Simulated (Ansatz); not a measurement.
# TaInS3 (model cell, started as cubic perovskite with Ta in the octahedra): a soft mode frozen in

Which phase does TaInS3 (model cell, started as cubic perovskite with Ta in the octahedra) fall into along its unstable mode, and how much energy does it gain?

Program: Ansatz 0.2.0. Level of theory: DFT PBE, scalar-relativistic, plane waves, PAW; PAW set soft_1. Results are calculated unless marked as measured.

The structure was built from a prototype and need not be the compound's stable phase.

### Step 1. The starting structure

The structure is cubic, space group Pm-3m (No. 221). Conventional cell: a = 4.858 Å, b = 4.858 Å, c = 4.858 Å, α = 90.00°, β = 90.00°, γ = 90.00°. Nearest to In lie 12 S at 3.43 Å. Ta has 6 S at 2.43 Å nearest. Nearest to S lie 2 Ta at 2.43 Å. Farther neighbours and most contacts between anions are not listed.

### Step 2. Phonons on a q mesh

The cell comes from relaxations at this level that are not shown. Stability and thermal properties need the whole zone. Linear response on a 2×2×2 q mesh gives force constants as far as a supercell of that size would.

input.yaml

```yaml
crystal:
  lattice:
    - [4.8575955774, 0.0, 0.0]
    - [0.0, 4.8575955774, 0.0]
    - [0.0, 0.0, 4.8575955774]
  atoms:
    - { symbol: In, position: [0.0, 0.0, 0.0] }
    - { symbol: Ta, position: [0.5, 0.5, 0.5] }
    - { symbol: S, position: [0.5, 0.5, 0.0] }
    - { symbol: S, position: [0.5, 0.0, 0.5] }
    - { symbol: S, position: [0.0, 0.5, 0.5] }
kpoints:
  mp_grid: { grid: [8, 8, 8] }
hamiltonian:
  xc: pbe
  pseudopotentials: { kind: paw, azcp: { folder: soft_1 } }
scf:
  occupations: { method: methfessel_paxton, width: 0.2 }
output:
  eigenvalues: true
phonons:
  method: dfpt
  qmesh: [2, 2, 2]
  temperatures: { t_max: 1000, t_step: 50 }
  qpath:
    path:
      - [[0.0, 0.0, 0.0], [0.0, 0.5, 0.0], [0.5, 0.5, 0.0], [0.0, 0.0, 0.0], [0.5, 0.5, 0.5], [0.0, 0.5, 0.0]]
      - [[0.5, 0.5, 0.5], [0.5, 0.5, 0.0]]
    npoints: 10
```

Command:

```bash
> ansatz run input.yaml --threads 4 --pin off --max-ram 16384MiB --backend cpu --events-out ev --progress --plain --runs-dir out
```

Numbers of over 12 decimals in the logs are rounded to 6 here.

The log of the run:

```text
Engine: ansatz 0.2.0, aarch64-unknown-linux-gnu
Pseudopotentials: kind: paw
Pseudopotential: In, paw, valence charge 13, recommended cutoff 420 eV (normal), soft_1/In.paw.azcp
Pseudopotential: Ta, paw, valence charge 13, recommended cutoff 420 eV (normal), soft_1/Ta.paw.azcp
Pseudopotential: S, paw, valence charge 6, recommended cutoff 420 eV (normal), soft_1/S.paw.azcp
Functional definition: PBE
  parameter kappa = 0.804
  parameter beta = 0.066725
  exchange = pbe_x(kappa = kappa, mu = beta*pi^2/3)
  correlation = pbe_c(beta = beta)
Crystal: 5 atoms, lattice volume = 114.621 Å³
Basis set: ecut = 420 eV, 2205 PW (Γ), exchange–correlation on 72×72×72 points (8 copies of the dense FFT grid, shifted against one another)
Bands: 27, of which v1, the nominal top of the filled ones, is band 22 counted from 1 (21 counted from 0)
Symmetry: 48 space group operations
k-points: 35 of 512
Non-local potential: In, projectors of the file, l = 0: 2, l = 1: 2, l = 2: 2, l = 3: 1
Non-local potential: Ta, projectors of the file, l = 0: 3, l = 1: 2, l = 2: 2, l = 3: 1
Non-local potential: S, projectors of the file, l = 0: 2, l = 1: 2, l = 2: 1
PAW form: soft (Blöchl's): semilocal exchange-correlation on the pseudo side does not see the compensation charge
PAW one-centre angular grid: In, 590 points (default); XC on 64 Gauss nodes
PAW one-centre angular grid: Ta, 590 points (default); XC on 64 Gauss nodes
PAW one-centre angular grid: S, 110 points (default); XC on 64 Gauss nodes
Initial density: superposition of atomic densities (chi_scale 0.1, normalization cell, long waves kept (reshape's long-wave potential 0.00 eV rms))
Initial wavefunctions: pseudopotential atomic-orbital guess
Functional: x = pbe(κ = 0.804, μ = 0.219515), c = pbe(β = 0.066725)
SCF iter   1: F=—  HF=-18240.417888 eV  |F-HF|=—  |Δ(HF+E_count)|=         —  Δρ=2.55e-2  dr2=6.60e-1  ethr=3.10e-3  ⟨swp⟩=6.5  Hψ=4403  notcnv=0
preconditioner: auto → Kerker (q_TF=auto, 2.326 Å⁻¹)  [metal: Δε(μ)=0.130 eV  Ē_g=9.854 eV  σ=0.200 eV  W_gap=0.48  n_scr=26 (ndim 8)  ℏωp=20.8 eV  f_vac=0.000  D(μ)=1.49/eV (n_scr^D=6)]
SCF iter   2: F=—  HF=-18240.300221 eV  |F-HF|=—  |Δ(HF+E_count)|=   1.18e-1  S|Δr|=    0.00e0  Δρ=1.55e-2  dr2=2.82e-1  ethr=1.50e-3  ⟨swp⟩=1.0  Hψ=1226  notcnv=0
SCF iter   3: F=—  HF=-18240.238601 eV  |F-HF|=—  |Δ(HF+E_count)|=   6.16e-2  S|Δr|=    0.00e0  Δρ=3.08e-3  dr2=1.99e-2  ethr=6.40e-4  ⟨swp⟩=2.5  Hψ=1418  notcnv=0
SCF iter   4: F=—  HF=-18240.237203 eV  |F-HF|=—  |Δ(HF+E_count)|=   1.40e-3  S|Δr|=    0.00e0  Δρ=1.26e-3  dr2=3.67e-3  ethr=4.52e-5  ⟨swp⟩=2.5  Hψ=1690  notcnv=0  defer=10
SCF iter   5: F=—  HF=-18240.237576 eV  |F-HF|=—  |Δ(HF+E_count)|=   3.73e-4  S|Δr|=    0.00e0  Δρ=3.93e-4  dr2=4.98e-4  ethr=8.33e-6  ⟨swp⟩=2.0  Hψ=1235  notcnv=0  defer=10
SCF iter   6: F=—  HF=-18240.237615 eV  |F-HF|=—  |Δ(HF+E_count)|=   3.88e-5  S|Δr|=    0.00e0  Δρ=9.44e-5  dr2=1.13e-5  ethr=1.13e-6  ⟨swp⟩=2.0  Hψ=1284  notcnv=0  defer=12
SCF iter   7: F=—  HF=-18240.237618 eV  |F-HF|=—  |Δ(HF+E_count)|=   3.34e-6  S|Δr|=    0.00e0  Δρ=2.21e-5  dr2=5.12e-7  ethr=2.57e-8  ⟨swp⟩=2.0  Hψ=1566  notcnv=0  defer=13
SCF iter   8: F=—  HF=-18240.237617 eV  |F-HF|=—  |Δ(HF+E_count)|=   1.34e-6  S|Δr|=    0.00e0  Δρ=4.63e-6  dr2=3.57e-8  ethr=1.16e-9  ⟨swp⟩=2.0  Hψ=1412  notcnv=0  defer=18
SCF iter   9: F=—  HF=-18240.237617 eV  |F-HF|=—  |Δ(HF+E_count)|=   1.51e-8  S|Δr|=    0.00e0  Δρ=8.37e-7  dr2=7.96e-10  ethr=8.12e-11  ⟨swp⟩=2.4  Hψ=1556  notcnv=0  defer=18
SCF iter  10: F=—  HF=-18240.237617 eV  |F-HF|=—  |Δ(HF+E_count)|=  4.37e-11  S|Δr|=    0.00e0  Δρ=1.01e-7  dr2=1.24e-11  ethr=1.81e-12  ⟨swp⟩=2.4  Hψ=1629  notcnv=0  defer=18
SCF iter  11: F=-18240.237617 eV  HF=-18240.237617 eV  |F-HF|=0.00e0  |Δ(HF+E_count)|=  1.09e-11  S|Δr|=    0.00e0  Δρ=3.11e-8  dr2=1.69e-12  ethr=1.00e-12  ⟨swp⟩=9.5  Hψ=4938  notcnv=0
SCF 1 converged in 11 iterations: F = -18240.237617 eV  dr2 = 1.69e-12
  greatest PAW one-centre occupation: 0.999 electrons in one spin orbital (limit 2), on the Ta atom at site 1 (counted from 0), in its partial waves of l = 0
Initial density: read from a saved state, or passed on in memory by an earlier SCF of this step, an earlier step, the calling program or the single point that the run made first
iter 1 solved again at ethr=1.81e-6 eV; its pass at ethr=3.10e-3 eV (dr2=7.98e-4 eV) is discarded
SCF iter   1: F=—  HF=-18240.237616 eV  |F-HF|=—  |Δ(HF+E_count)|=         —  Δρ=1.66e-6  dr2=1.96e-9  ethr=1.81e-6  ⟨swp⟩=3.1  Hψ=6972  notcnv=0
eigensolver tolerance schedule: the retry pair's looser diagonalisation over-reported the residual by 406257.66 of it (diagonalisation noise at an unbounded share of the residual, at the tolerance the schedule requests for it); recorded, not acted on — ethr = c·dr2/N_el stays at c = 1.0e-1
preconditioner: auto → Kerker (q_TF=auto, 2.326 Å⁻¹)  [metal: Δε(μ)=0.122 eV  Ē_g=9.751 eV  σ=0.200 eV  W_gap=0.48  n_scr=26 (ndim 8)  ℏωp=20.8 eV  f_vac=0.000  D(μ)=1.10/eV (n_scr^D=6)]
SCF iter   2: F=—  HF=-18240.237617 eV  |F-HF|=—  |Δ(HF+E_count)|=   1.10e-6  S|Δr|=    0.00e0  Δρ=7.41e-7  dr2=3.72e-10  ethr=4.46e-12  ⟨swp⟩=5.1  Hψ=3174  notcnv=0
SCF iter   3: F=—  HF=-18240.237617 eV  |F-HF|=—  |Δ(HF+E_count)|=  5.46e-11  S|Δr|=    0.00e0  Δρ=5.08e-7  dr2=1.77e-10  ethr=1.00e-12  ⟨swp⟩=1.1  Hψ=951  notcnv=0
SCF iter   4: F=—  HF=-18240.237617 eV  |F-HF|=—  |Δ(HF+E_count)|=  2.91e-11  S|Δr|=    0.00e0  Δρ=2.80e-7  dr2=5.58e-11  ethr=1.00e-12  ⟨swp⟩=1.0  Hψ=945  notcnv=0
SCF iter   5: F=—  HF=-18240.237617 eV  |F-HF|=—  |Δ(HF+E_count)|=  1.09e-11  S|Δr|=    0.00e0  Δρ=1.67e-7  dr2=2.02e-11  ethr=1.00e-12  ⟨swp⟩=1.0  Hψ=945  notcnv=0
SCF iter   6: F=-18240.237617 eV  HF=-18240.237617 eV  |F-HF|=0.00e0  |Δ(HF+E_count)|=    0.00e0  S|Δr|=    0.00e0  Δρ=9.61e-8  dr2=6.67e-12  ethr=1.00e-12  ⟨swp⟩=2.4  Hψ=2024  notcnv=0
SCF 2 converged in 6 iterations: F = -18240.237617 eV  dr2 = 6.67e-12
phonons: the bands overlap, so this run is a metal and interpolates without the dipole-dipole term. If the crystal is really an insulator or semiconductor, its LO-TO splitting is missing
NSCF: frozen V_eff on 35 k-points
NSCF: frozen V_eff on 125 k-points
DFPT response loops at q = (0, 0, 0) (fractional): preconditioner auto → Kerker (q_TF=auto, 2.326 Å⁻¹) (partly filled bands, converged f_vac=0.000); β = 1.00, the filter's whole step (`scf.mixing.beta` (0.50) is not read by the response loops under this deck's `scf.mixing.preconditioner`; to damp them name `kerker` or `kerker_dos`, under which they read `scf.mixing.beta`, and type it under 1.00, their step now; both keys bind the ground state too); Broyden in place of MSR1
NSCF: frozen V_eff on 250 k-points
DFPT response loops at q = (0, 0, -0.5) (fractional): mixed as the last ones told, above
NSCF: frozen V_eff on 250 k-points
DFPT response loops at q = (0, -0.5, -0.5) (fractional): mixed as the last ones told, above
NSCF: frozen V_eff on 250 k-points
DFPT response loops at q = (-0.5, -0.5, -0.5) (fractional): mixed as the last ones told, above
SCF converged after 11 iterations
Stability not checked: this state was not tested for a lower state beside it, because cold or Methfessel-Paxton smearing, or corrected tetrahedra, fill the levels in a way that the test cannot read (fill_not_monotonic; see scf.lower_state_search)
Free energy (F): -18240.237617 eV
Harris-Foulkes:  -18240.237617 eV  (|F-HF|=0.00e0)
Internal energy: -18240.245717 eV  (E = F + TS)
E sigma→0 (E₀):  -18240.239642 eV
Entropy (-TS):   0.008100 eV (1.620 meV/atom)
Fermi energy:    7.700512 eV
Step filling:    the computed levels leave a gap of 0.0011 eV = 0.0 smearing widths at the electron count; against every level under it full and every level over it empty, smearing changes F+E_penalty+E_count by +3.425 meV and its σ→0 estimate by +1.400 meV
--- Per-component energies (eV) ---
  E_band       = -279.114771
  E_kinetic    = 918.702680
  E_local      = -2512.121199  (includes V_loc(G=0)·N_el)
  E_nonlocal   = 419.220120
  E_hartree    = 931.852018
  E_xc         = -730.493346
  E_vxc        = -569.833372  (∫ρ·V_xc dr)
  E_paw        = -14332.945052  (= ΣΔE_a)
  E_vpaw       = -398.787302  (= ΣTr[D̂ρ^β])
  E_aug_tail   = 0.000238  (compensation charges beyond the density's cutoff)
  E_ewald      = -2934.461176
  E_smearing   = 0.008100  (= −TS)
  E_closure    = 0.000000  (closes the sum)
  Σ components = -18240.237617   (vs F -18240.237617, Δ=0.00e0)
--- Band table (eV; the first three rows and the last of 35) ---
  k-point 0: bands = [... 18 lower, 6.4344, 6.8434, 6.8434, 6.8434, 7.2211, 7.2211, 7.2211, 9.6216, ... 1 higher]
  k-point 1: bands = [... 18 lower, 6.3686, 6.5296, 6.7309, 6.7309, 7.2278, 7.9000, 7.9000, 9.6273, ... 1 higher]
  k-point 2: bands = [... 18 lower, 6.2192, 6.7618, 6.7618, 6.7830, 7.2443, 8.8268, 8.8268, 9.6392, ... 1 higher]
  k-point 34: bands = [... 18 lower, 4.5948, 7.7476, 7.7476, 7.7476, 10.0769, 10.0769, 10.0769, 13.8194, ... 1 higher]
--- Phonons (Γ-DFPT): 4 representative perturbations + reference (Σ response iterations 12) ---
  ASR residual: 1.073e-5 → 0.000e0 eV/Å²; symmetrization residual: 6.877e-6 eV/Å²
  ASR residual per site (eV/Å²): 9.95e-6 7.25e-6 1.07e-5 1.07e-5 1.07e-5
  Γ frequencies (cm⁻¹): -42.99 -42.99 -42.99 0.00 0.00 0.00 26.25 26.25 26.25 112.39 112.39 112.39 301.72 301.72 301.72
--- Phonons (arbitrary-q DFPT): 4 irreducible q on the 2×2×2 mesh ---
  q = [0.0000, 0.0000, 0.0000] (star 1, of the zone-centre solve; hermiticity 1.62e-6, symmetrization 6.37e-13): -42.99 -42.99 -42.99 -0.00 -0.00 0.00 26.25 26.25 26.25 112.39 112.39 112.39 301.72 301.72 301.72
  q = [0.0000, 0.0000, -0.5000] (star 3, 9 solved perturbations in 975 linear systems a pass and spin channel, the states on 125 of 512 k-point pairs; hermiticity 9.03e-7, symmetrization 8.39e-14): -19.78 -19.78 18.98 18.98 42.36 72.37 72.37 123.49 136.04 136.04 136.26 180.40 286.49 286.49 417.15
  q = [0.0000, -0.5000, -0.5000] (star 3, 9 solved perturbations in 975 linear systems a pass and spin channel, the states on 125 of 512 k-point pairs; hermiticity 1.78e-6, symmetrization 8.21e-14): -92.34 -26.64 14.56 14.56 25.77 125.33 125.33 127.77 127.77 168.36 168.36 185.39 201.93 271.55 451.00
  q = [-0.5000, -0.5000, -0.5000] (star 1, 4 solved perturbations in 350 linear systems a pass and spin channel, the states on 125 of 512 k-point pairs; hermiticity 7.73e-7, symmetrization 1.68e-12): -101.39 -101.39 -95.20 -95.20 -95.20 23.27 23.27 23.27 156.97 156.97 156.97 190.68 190.68 190.68 477.07
  sum rule: each row above includes the acoustic sum rule's correction from the zone centre's row sums; it moved no ω² by more than (0.30 cm⁻¹)²
  mesh force constants: q→R imaginary residual 6.56e-18; ASR residual 1.073e-5 → 0.000e0 eV/Å²; symmetrization residual 8.882e-15 eV/Å²
  interpolated dispersion: 62 rows × 15 modes
  density of states and harmonic sums: on the 14×14×14 q-mesh, interpolated from the force constants of a 2×2×2 supercell (no non-analytic term)
  largest difference from the sums on the solved wave vectors: F 3.51e-1 eV, S 4.73e-4 and C_V 1.23e-4 eV/K
  zero-point energy: 0.117166 eV/cell   skipped modes (ω ≤ 0): 199, of them read as no rigid motion or as one in doubt: 196 (1.455e0 modes/cell left out, lowest -101.39 cm⁻¹)   left out of the sums: 9.71e-2 of the cell's modes: C_V's classical limit lies that fraction below 3 k_B per atom; for a crystal, a wire or a layer, F and S can be off by more, and a phonons.interpolated_qmesh denser along its periods is the remedy for the sampling
```

Wall time 3.8 min (4 threads of Arm Neoverse V1, shared host); peak memory 1.2 GiB.

The column dr2 measures how far the density is from self-consistency, as an energy; F and HF (Harris–Foulkes) agree once it is small.

This step gave:

```
volume per atom                                         : 22.92 Å³
gap on the k-mesh                                       : 0 eV
sum-rule residual before enforcement                    : 1.07e-5 eV/Å²
lowest frequency on the path                            : -101.4 cm⁻¹
point group                                             : m-3m
highest frequency on the path or at a solved wavevector : 477.1 cm⁻¹
highest optical mode at the zone centre (no LO-TO term) : 301.7 cm⁻¹
lowest optical zone-centre mode                         : -42.99 cm⁻¹
lowest mode on the q mesh (acoustic modes at Γ apart)   : -101.4 cm⁻¹
```

Frequencies (cm⁻¹) solved at each irreducible wavevector; negative means imaginary. Frequencies by wavevector, by row:

```
q in reciprocal lattice units  star  mode 1  mode 2  mode 3  mode 4  mode 13  mode 14  mode 15
                        0 0 0     1     -43     -43     -43       0    301.7    301.7    301.7
                     0 0 -0.5     3   -19.8   -19.8      19      19    286.5    286.5    417.1
                  0 -0.5 -0.5     3   -92.3   -26.6    14.6    14.6    201.9    271.6      451
               -0.5 -0.5 -0.5     1  -101.4  -101.4   -95.2   -95.2    190.7    190.7    477.1
```

Interpolated from a 2×2×2 q mesh. The phonon branches at the labelled points (cm⁻¹):

```
    point  branch 1  branch 2  branch 3  branch 4  branch 12  branch 13  branch 14  branch 15
        Γ       -43       -43       -43         0        112        302        302        302
  halfway       -23       -23        22        22        130        295        295        360
        X       -20       -20        19        19        180        286        286        417
  halfway       -23        15        18        20        192        247        280        432
        M       -92       -27        15        15        185        202        272        451
  halfway       -22        13        22        23        170        275        288        394
        Γ       -43       -43       -43         0        112        302        302        302
  halfway         4        15        15        30        168        250        250        425
        R      -101      -101       -95       -95        191        191        191        477
  halfway       -24        10        10        20        190        210        218        452
        X       -20       -20        19        19        180        286        286        417
jump to R      -101      -101       -95       -95        191        191        191        477
  halfway       -94       -25       -25        20        182        182        196        468
        M       -92       -27        15        15        185        202        272        451
```

Symmetry leaves 4 wavevectors to solve. The lowest mode among them, the acoustic zeros apart, lies at q = (-0.5, -0.5, -0.5) and is imaginary, 101.4i cm⁻¹, so the energy falls along it.

### Step 3. The mode frozen in, largest atomic shift 0 Å

The mode followed lies at q = (-0.5, -0.5, -0.5) with frequency 95.2i cm⁻¹ and is 3-fold degenerate, one of the unstable modes though not the softest. At small amplitude the distorted cell has space group no. 140 by a symmetry search on the positions. The undistorted cell that holds it gives the zero of energy on the same k mesh.

System of this step: TaInS3 (model cell, started as cubic perovskite with Ta in the octahedra). It takes space group Pm-3m (No. 221, cubic). Conventional cell: a = 4.858 Å, b = 4.858 Å, c = 4.858 Å, α = 90.00°, β = 90.00°, γ = 90.00°. Nearest to In lie 12 S at 3.43 Å. Ta has 6 S at 2.43 Å nearest. S has 2 Ta at 2.43 Å nearest. Farther neighbours and most contacts between anions are not listed.

input.yaml, the sections that differ from step 2:

```yaml
crystal:
  lattice:
    - [4.8575955774, 4.8575955774, 0.0]
    - [4.8575955774, 0.0, 4.8575955774]
    - [4.8575955774, 0.0, -4.8575955774]
  atoms:
    - { symbol: In, position: [0.0, 0.0, 1.0] }
    - { symbol: In, position: [0.0, 0.5, 0.5] }
    - { symbol: Ta, position: [0.5, 0.25, 0.75] }
    - { symbol: Ta, position: [0.5, 0.75, 0.25] }
    - { symbol: S, position: [0.5, 0.0, 1.0] }
    - { symbol: S, position: [0.5, 0.5, 0.5] }
    - { symbol: S, position: [0.0, 0.0, 0.5] }
    - { symbol: S, position: [0.0, 0.5, 0.0] }
    - { symbol: S, position: [0.5, 0.0, 0.5] }
    - { symbol: S, position: [0.5, 0.5, 0.0] }
output:
  forces: true
  stress: true
  eigenvalues: true
# kpoints, hamiltonian, scf: as in step 2
# phonons: removed
```

The log of the run:

```text
[...]
Crystal: 10 atoms, lattice volume = 229.242 Å³
Basis set: ecut = 420 eV, 4477 PW (Γ), exchange–correlation on 96×96×96 points (8 copies of the dense FFT grid, shifted against one another)
Bands: 54, of which v1, the nominal top of the filled ones, is band 44 counted from 1 (43 counted from 0)
Symmetry: 96 space group operations
[...]
k-points: 29 of 512
[...]
k-point 0: bands = [... 40 lower, 6.8417, 7.2450, 7.2450, 7.2450, 7.7396, 7.7396, 7.7396, 9.6475, ... 6 higher]
  k-point 1: bands = [... 40 lower, 6.6796, 7.6309, 7.6309, 7.6326, 7.6326, 7.6393, 7.6751, 9.8986, ... 6 higher]
  k-point 2: bands = [... 40 lower, 6.5843, 7.3475, 7.3475, 7.5005, 8.1973, 8.1973, 8.2321, 9.5772, ... 6 higher]
  k-point 28: bands = [... 40 lower, 6.7749, 6.7749, 7.2837, 7.2837, 8.9086, 8.9086, 9.9940, 9.9940, ... 6 higher]
[key lines of the parts left out:]
SCF converged after 8 iterations
Free energy (F): -36480.459503 eV
Fermi energy:    7.667878 eV
P = ⅓ Tr σ = -0.0568 GPa (-0.568 kbar)
```

Elapsed: 5.7 s, on 4 threads; peak memory 0.76 GiB; 21 s of CPU time.

Numbers from this step:

| Quantity | Value |
| --- | --- |
| pressure | -0.05682 GPa |
| energy from the undistorted cell | 0 meV/atom |

The run ends at a pressure of -0.06 GPa.

### Step 4. The mode frozen in, largest atomic shift 0.6 Å

The atoms are moved along the unstable eigenvector, the largest shift by 0.6 Å, with the cell fixed.

input.yaml, the sections that differ from step 3:

```yaml
crystal:
  lattice:
    - [4.8575955774, 4.8575955774, 0.0]
    - [4.8575955774, 0.0, 4.8575955774]
    - [4.8575955774, 0.0, -4.8575955774]
  atoms:
    - { symbol: In, position: [0.0, 0.0, 1.0] }
    - { symbol: In, position: [0.0, 0.5, 0.5] }
    - { symbol: Ta, position: [0.5, 0.25, 0.75] }
    - { symbol: Ta, position: [0.5, 0.75, 0.25] }
    - { symbol: S, position: [0.5, 0.0617589495, 1.0617589495] }
    - { symbol: S, position: [0.5, 0.4382410505, 0.4382410505] }
    - { symbol: S, position: [0.0, 0.0, 0.5] }
    - { symbol: S, position: [0.0, 0.5, 0.0] }
    - { symbol: S, position: [0.5, -0.0617589495, 0.5617589495] }
    - { symbol: S, position: [0.5, 0.5617589495, -0.0617589495] }
# kpoints, hamiltonian, scf, output: as in step 3
```

The log of the run:

```text
[...]
Crystal: 10 atoms, lattice volume = 229.242 Å³
Basis set: ecut = 420 eV, 4477 PW (Γ), exchange–correlation on 96×96×96 points (8 copies of the dense FFT grid, shifted against one another)
Bands: 54, of which v1, the nominal top of the filled ones, is band 44 counted from 1 (43 counted from 0)
Symmetry: 16 space group operations
[...]
k-points: 59 of 512
[...]
k-point 0: bands = [... 40 lower, 7.0241, 7.0241, 7.0835, 7.5872, 7.6575, 7.9471, 7.9471, 8.7658, ... 6 higher]
  k-point 1: bands = [... 40 lower, 7.0392, 7.0910, 7.4213, 7.5829, 7.9442, 8.0210, 8.0718, 8.9476, ... 6 higher]
  k-point 2: bands = [... 40 lower, 7.0115, 7.1317, 7.3775, 7.4069, 8.3711, 8.4036, 8.5264, 9.2532, ... 6 higher]
  k-point 58: bands = [... 40 lower, 6.5599, 6.9478, 6.9478, 7.6793, 8.4161, 8.9902, 9.3905, 9.3905, ... 6 higher]
[key lines of the parts left out:]
SCF converged after 9 iterations
Free energy (F): -36480.741481 eV
Fermi energy:    7.910615 eV
P = ⅓ Tr σ = -3.2302 GPa (-32.302 kbar)
```

Wall time 11 s (4 threads); peak memory 0.93 GiB; 44 s of CPU time.

Numbers from this step:

| Item | Value |
| --- | --- |
| pressure | -3.230 GPa |
| energy from the undistorted cell | -28.48 meV/atom |

The energy, extrapolated to zero smearing, is -28.48 meV/atom against the undistorted cell.

The run ends at a pressure of -3.23 GPa, with forces up to 0.11 eV/Å.

[end of part 1 of 3]

[Logs are printed without paths, hosts, clocks, repeated set-up lines and the standing remarks that a program may print on its own settings, such as how far it seeks lower states.]

[Hosts, paths, dates, database ids (printed as entryN), source tags and the programs' standing remarks are cut or masked in the printed files.]
